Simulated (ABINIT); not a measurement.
# Si3Mo (Pm-3m): zone-centre phonons, part 2 of 3

Aim: the zone-centre modes of Si3Mo (Pm-3m).

ABINIT 10.8.3; DFT PBEsol, scalar-relativistic, plane waves, PseudoDojo norm-conserving pseudopotentials.

So far. Step 4 (Relaxation): The volume changes by -0.8 % in this run and stands -6.8 % from the first cell. The relaxed cell has a = 3.785 Å (conventional setting).

The structure was built from a prototype and need not be the compound's stable phase.

## (6) Zone-centre response

At q = 0 one unit cell holds all displacements. The response is solved for single atoms along the cell's directions, and symmetry skips those that follow from others. The crystal is treated as a metal, which screens a static field, so no field response is asked.

Input file dfpt_gamma.abi:

```

# common to the responses
getwfk_filepath "gso_WFK"
kptopt 2
nqpt 1
qpt 0.0 0.0 0.0
asr 0
chneut 0

# displacements
rfphon 1
rfatpol 1 4
rfdir 1 1 1
tolvrs 1.0d-10
prtwf 0

# basis, mesh and filling
ecut 36.0
ngkpt 8 8 8
nshiftk 1
shiftk 0.0 0.0 0.0
istwfk *1
occopt 7
tsmear 0.01
nband 20
nstep 100
diemac 1000000.0
prtebands 0
prtgsr 0
useylm 1

# cell and atoms
acell 3*1.0 Angstrom
rprim 
    3.784756034 0.0 0.0
    0.0 3.784756034 0.0
    0.0 0.0 3.784756034
ntypat 2
znucl 42 14
natom 4
typat 1 2 2 2
xred 
    0.0 0.0 0.0
    0.0 0.5 0.5
    0.5 0.0 0.5
    0.5 0.5 0.0
pp_dirpath "./pseudo"
pseudos "Mo.upf, Si.upf"
```

Launch:

```sh
$ OMP_NUM_THREADS=1 mpirun -n 4 abinit dfpt_gamma.abi > dfpt_gamma.log
```

Numbers of over 12 decimals in the logs are rounded to 6 here.

dfpt_gamma.abo, the main output file:

```text
[banners, grids, parts of the stress and lines that vanish by symmetry left out]
- input  file    -> dfpt_gamma.abi
- output file    -> dfpt_gamma.abo
- root for input  files -> dfpt_gammai
- root for output files -> dfpt_gammao

 Symmetries : space group Pm -3 m (#221); Bravais cP (primitive cubic)
================================================================================
 Values of the parameters that define the memory need of the present run (RF).
     intxc =       0      iscf =       7    lmnmax =      18     lnmax =       6
     mgfft =      40  mpssoang =       3    mqgrid =    3001     natom =       4
  nloc_mem =       1    nspden =       1   nspinor =       1    nsppol =       1
      nsym =      48    n1xccc =    2501    ntypat =       2    occopt =       7
   xclevel =       2
-    mband =          20        mffmem =           1         mkmem =          65
-   mkqmem =          65        mk1mem =          65           mpw =        3840
      nfft =       64000          nkpt =         260
- my_mband =          20
================================================================================
================================================================================

--------------------------------------------------------------------------------
------------- Echo of variables that govern the present computation ------------
--------------------------------------------------------------------------------
-
- outvars: echo of selected default values
-   iomode0 =  0 , fftalg0 =312 , wfoptalg0 =  0
-
- outvars: echo of global parameters not present in the input file
-  max_nthreads =    1
-
 -outvars: echo values of preprocessed input variables
 [... echo left out ...]
================================================================================

 chkinp: Checking input parameters for consistency.

[...]
== DATASET  1 ==================================================================
-   mpi_nproc: 4, omp_nthreads: 1 (-1 if OMP is not activated)

--- !DatasetInfo
iteration_state: {dtset: 1, }
dimensions: {natom: 4, nkpt: 260, mband: 20, nsppol: 1, nspinor: 1, nspden: 1, mpw: 3840, }
cutoff_energies: {ecut:  36.0, pawecutdg:  -1.0, }
electrons: {nelect:   2.60000000E+01, charge:   0.00000000E+00, occopt:   7.00000000E+00, tsmear:   1.00000000E-02, }
meta: {optdriver: 1, rfphon: 1, }
...

 mkfilename: getwfk from: gso_WFK

 Real(R)+Recip(G) space primitive vectors, cartesian coordinates (Bohr,Bohr^-1):
 R(1)=  7.1521524  0.0000000  0.0000000  G(1)=  0.1398181  0.0000000  0.0000000
 R(2)=  0.0000000  7.1521524  0.0000000  G(2)=  0.0000000  0.1398181  0.0000000
 R(3)=  0.0000000  0.0000000  7.1521524  G(3)=  0.0000000  0.0000000  0.1398181
 Unit cell volume ucvol=  3.6585608E+02 bohr^3
 Angles (23,13,12)=  9.00000000E+01  9.00000000E+01  9.00000000E+01 degrees
 setup1 : take into account q-point for computing boxcut.

 getcut: wavevector=  0.0000  0.0000  0.0000  ngfft=  40  40  40
         ecut(hartree)=     36.000   => boxcut(ratio)=   2.07065

--- Pseudopotential description ------------------------------------------------
- pspini: atom type   1  psp file is ./pseudo/Mo.upf

- pspini: atom type   2  psp file is ./pseudo/Si.upf

   1.02814264E+03                                ecore*ucvol(ha*bohr**3)
--------------------------------------------------------------------------------

 ==>  initialize data related to q vector <==

 The list of irreducible perturbations for this q vector is:
    1)    idir= 1    ipert=   1
    2)    idir= 1    ipert=   2
    3)    idir= 2    ipert=   2

[...]
The perturbation idir=   2  ipert=   1 is
 symmetric of a previously calculated perturbation.
 So, its SCF calculation is not needed.

 The perturbation idir=   3  ipert=   1 is
 symmetric of a previously calculated perturbation.
 So, its SCF calculation is not needed.

 The perturbation idir=   3  ipert=   2 is
 symmetric of a previously calculated perturbation.
 So, its SCF calculation is not needed.

 The perturbation idir=   1  ipert=   3 is
 symmetric of a previously calculated perturbation.
 So, its SCF calculation is not needed.

[...]
The perturbation idir=   2  ipert=   4 is
 symmetric of a previously calculated perturbation.
 So, its SCF calculation is not needed.

 The perturbation idir=   3  ipert=   4 is
 symmetric of a previously calculated perturbation.
 So, its SCF calculation is not needed.

--------------------------------------------------------------------------------
 Perturbation wavevector (in red.coord.)   0.000000  0.000000  0.000000
 Perturbation : displacement of atom   1   along direction   1
 Found     8 symmetries that leave the perturbation invariant.

[...]
dfpt_looppert : total number of electrons, from k and k+q
  fully or partially occupied states are    2.600000E+01 and    2.600000E+01.
 Initialisation of the first-order wave-functions :
  ireadwf=   0

--- !BeginCycle
iteration_state: {dtset: 1, }
solver: {iscf: 7, nstep: 100, nline: 4, wfoptalg: 0, }
tolerances: {tolvrs: 1.00E-10, }
...

     iter   2DEtotal(Ha)        deltaE(Ha) residm    vres2
-ETOT  1   4.642689     -3.835E+03 1.543E+01 7.631E+03
 ETOT  2  0.902658     -3.740E+00 3.153E-01 5.970E+02
 ETOT  3  0.722209     -1.804E-01 1.117E-02 5.717E+00
 ETOT  4  0.719534     -2.675E-03 3.049E-03 4.714E-02
 ETOT  5  0.719526     -8.010E-06 3.520E-04 5.526E-02
[...]
At SCF step   11       vres2   =  4.94E-12 < tolvrs=  1.00E-10 =>converged.
[...]
Mean square residual over all n,k,spin=   73.531E-12; max=  92.507E-09

 Thirteen components of 2nd-order total energy (hartree) are
 1,2,3: 0th-order hamiltonian combined with 1st-order wavefunctions
     kin0=   3.22151317E+03 eigvalue=   2.06681871E+02  local=  -2.61075380E+03
 4,5,6: 1st-order hamiltonian combined with 1st and 0th-order wfs
 loc psp =  -3.91442559E+03  Hartree=   1.12444344E+03     xc=  -2.13680737E+02
 note that "loc psp" includes a xc core correction that could be resolved
 7,8,9: eventually, occupation + non-local contributions
    edocc=   2.83074485E+02     enl0=   1.82774192E+03   enl1=  -3.76361509E+03
 1-9 gives the relaxation energy (to be shifted if some occ is /=2.0)
   erelax=  -3.83902034E+03
 10,11,12 Non-relaxation  contributions : frozen-wavefunctions and Ewald
 fr.local=   1.89507997E+03 fr.nonlo=   1.87615284E+03  Ewald=   9.83923048E+01
 13,14 Frozen wf xc core corrections (1) and (2)
 frxc 1  =  -1.09068577E+02  frxc 2 =   7.91833113E+01
 Resulting in :
 2DEtotal=    0.7195039370E+00 Ha. Also 2DEtotal=    0.195786995347E+02 eV
    (2DErelax=   -3.8390203394E+03 Ha. 2DEnonrelax=    3.8397398433E+03 Ha)
    (  non-var. 2DEtotal :    7.1950391404E-01 Ha)

[...]
Perturbation wavevector (in red.coord.)   0.000000  0.000000  0.000000
 Perturbation : displacement of atom   2   along direction   1
 Found     8 symmetries that leave the perturbation invariant.

[...]
dfpt_looppert : total number of electrons, from k and k+q
  fully or partially occupied states are    2.600000E+01 and    2.600000E+01.
 Initialisation of the first-order wave-functions :
  ireadwf=   0

--- !BeginCycle
iteration_state: {dtset: 1, }
solver: {iscf: 7, nstep: 100, nline: 4, wfoptalg: 0, }
tolerances: {tolvrs: 1.00E-10, }
...

     iter   2DEtotal(Ha)        deltaE(Ha) residm    vres2
-ETOT  1   1.660574     -7.696E+01 1.500E+00 2.472E+03
[...]
At SCF step   10       vres2   =  3.17E-11 < tolvrs=  1.00E-10 =>converged.
[...]
Mean square residual over all n,k,spin=   22.669E-11; max=  22.404E-08

 Thirteen components of 2nd-order total energy (hartree) are
 1,2,3: 0th-order hamiltonian combined with 1st-order wavefunctions
     kin0=   6.51724451E+01 eigvalue=  -7.95897765E+00  local=  -3.07385107E+01
 4,5,6: 1st-order hamiltonian combined with 1st and 0th-order wfs
 loc psp =  -4.94702739E+01  Hartree=   1.84713121E+01     xc=  -5.52718254E+00
 note that "loc psp" includes a xc core correction that could be resolved
 7,8,9: eventually, occupation + non-local contributions
    edocc=   7.04747156E+00     enl0=   3.11862480E+01   enl1=  -1.05835338E+02
 1-9 gives the relaxation energy (to be shifted if some occ is /=2.0)
   erelax=  -7.76528061E+01
 10,11,12 Non-relaxation  contributions : frozen-wavefunctions and Ewald
 fr.local=   2.20713698E+01 fr.nonlo=   5.50981547E+01  Ewald=   3.06261435E+00
 13,14 Frozen wf xc core corrections (1) and (2)
 frxc 1  =  -6.95780705E+00  frxc 2 =   5.34589702E+00
 Resulting in :
 2DEtotal=    0.9674227253E+00 Ha. Also 2DEtotal=    0.263249134401E+02 eV
    (2DErelax=   -7.7652806094E+01 Ha. 2DEnonrelax=    7.8620228820E+01 Ha)
    (  non-var. 2DEtotal :    9.6742278636E-01 Ha)

[...]
Perturbation wavevector (in red.coord.)   0.000000  0.000000  0.000000
 Perturbation : displacement of atom   2   along direction   2
 Found     4 symmetries that leave the perturbation invariant.

--------------------------------------------------------------------------------

--------------------------------------------------------------------------------

 dfpt_looppert : total number of electrons, from k and k+q
  fully or partially occupied states are    2.600000E+01 and    2.600000E+01.
 Initialisation of the first-order wave-functions :
  ireadwf=   0

--- !BeginCycle
iteration_state: {dtset: 1, }
solver: {iscf: 7, nstep: 100, nline: 4, wfoptalg: 0, }
tolerances: {tolvrs: 1.00E-10, }
...

     iter   2DEtotal(Ha)        deltaE(Ha) residm    vres2
-ETOT  1   3.667935     -8.250E+01 9.014E-01 5.370E+03
[...]
ETOT  9   2.188827     -1.060E-11 3.740E-07 2.787E-09
 ETOT 10   2.188827     -4.121E-13 1.696E-07 8.590E-12

 At SCF step   10       vres2   =  8.59E-12 < tolvrs=  1.00E-10 =>converged.
[...]
Mean square residual over all n,k,spin=   14.606E-11; max=  16.959E-08

 Thirteen components of 2nd-order total energy (hartree) are
 1,2,3: 0th-order hamiltonian combined with 1st-order wavefunctions
     kin0=   7.05164976E+01 eigvalue=  -8.34783834E+00  local=  -3.49127973E+01
 4,5,6: 1st-order hamiltonian combined with 1st and 0th-order wfs
 loc psp =  -4.67894250E+01  Hartree=   2.01663132E+01     xc=  -5.90230050E+00
 note that "loc psp" includes a xc core correction that could be resolved
 7,8,9: eventually, occupation + non-local contributions
    edocc=   7.13530211E+00     enl0=   3.53256042E+01   enl1=  -1.21172137E+02
 1-9 gives the relaxation energy (to be shifted if some occ is /=2.0)
   erelax=  -8.39807810E+01
 10,11,12 Non-relaxation  contributions : frozen-wavefunctions and Ewald
 fr.local=  -5.44548451E+01 fr.nonlo=   6.69340700E+01  Ewald=   7.57769323E+01
 13,14 Frozen wf xc core corrections (1) and (2)
 frxc 1  =  -6.83564241E+00  frxc 2 =   4.74909311E+00
 Resulting in :
 2DEtotal=    0.2188826914E+01 Ha. Also 2DEtotal=    0.595610145900E+02 eV
    (2DErelax=   -8.3980780974E+01 Ha. 2DEnonrelax=    8.6169607888E+01 Ha)
    (  non-var. 2DEtotal :    2.1888269450E+00 Ha)

[...]
---- first-order wavefunction calculations are completed ----

 ==> Compute Derivative Database <==

 [... matrices left out ...]
  Phonon wavevector (reduced coordinates) :  0.00000  0.00000  0.00000
 Phonon energies in Hartree :
  -2.715626E-04 -2.715626E-04 -2.715626E-04  1.027675E-05  1.027675E-05
   1.027675E-05  9.481836E-04  9.481836E-04  9.481836E-04  1.138417E-03
   1.138417E-03  1.138417E-03
 Phonon frequencies in cm-1    :
- -5.960109E+01 -5.960109E+01 -5.960109E+01  2.255486E+00  2.255486E+00
-  2.255486E+00  2.081022E+02  2.081022E+02  2.081022E+02  2.498536E+02
-  2.498536E+02  2.498536E+02

== END DATASET(S) ==============================================================
================================================================================

 -outvars: echo values of variables after computation
            acell      1.8897261259E+00  1.8897261259E+00  1.8897261259E+00 Bohr
           etotal      2.1888269143E+00
            fcart      0.0000000000E+00  0.0000000000E+00  0.0000000000E+00
           strten      0.0000000000E+00  0.0000000000E+00  0.0000000000E+00
================================================================================
```

The job ended after 3.4 min (4 MPI ranks of Arm Neoverse V1, shared host; 14 min of CPU time).

Numbers from this step:

- largest acoustic frequency at the zone centre before the sum rule: 2.26 cm⁻¹
- highest optical zone-centre mode (no LO-TO term): 249.8 cm⁻¹
- lowest optical zone-centre mode: -59.6 cm⁻¹

The acoustic modes at Γ come out as far as 2.3 cm⁻¹ from zero, where they should vanish, a small numerical error. The lowest optical mode is imaginary, 60i cm⁻¹, an instability at this level and on this k mesh.

(Continued in part 3 of 3.)

[Host names and launcher messages were left out of these logs when they were recorded.]

[Logs are printed without paths, hosts, clocks, repeated set-up lines and the standing remarks that a program may print on its own settings, such as how far it seeks lower states.]

[Hosts, paths, dates, database ids (printed as entryN), source tags and the programs' standing remarks are cut or masked in the printed files.]
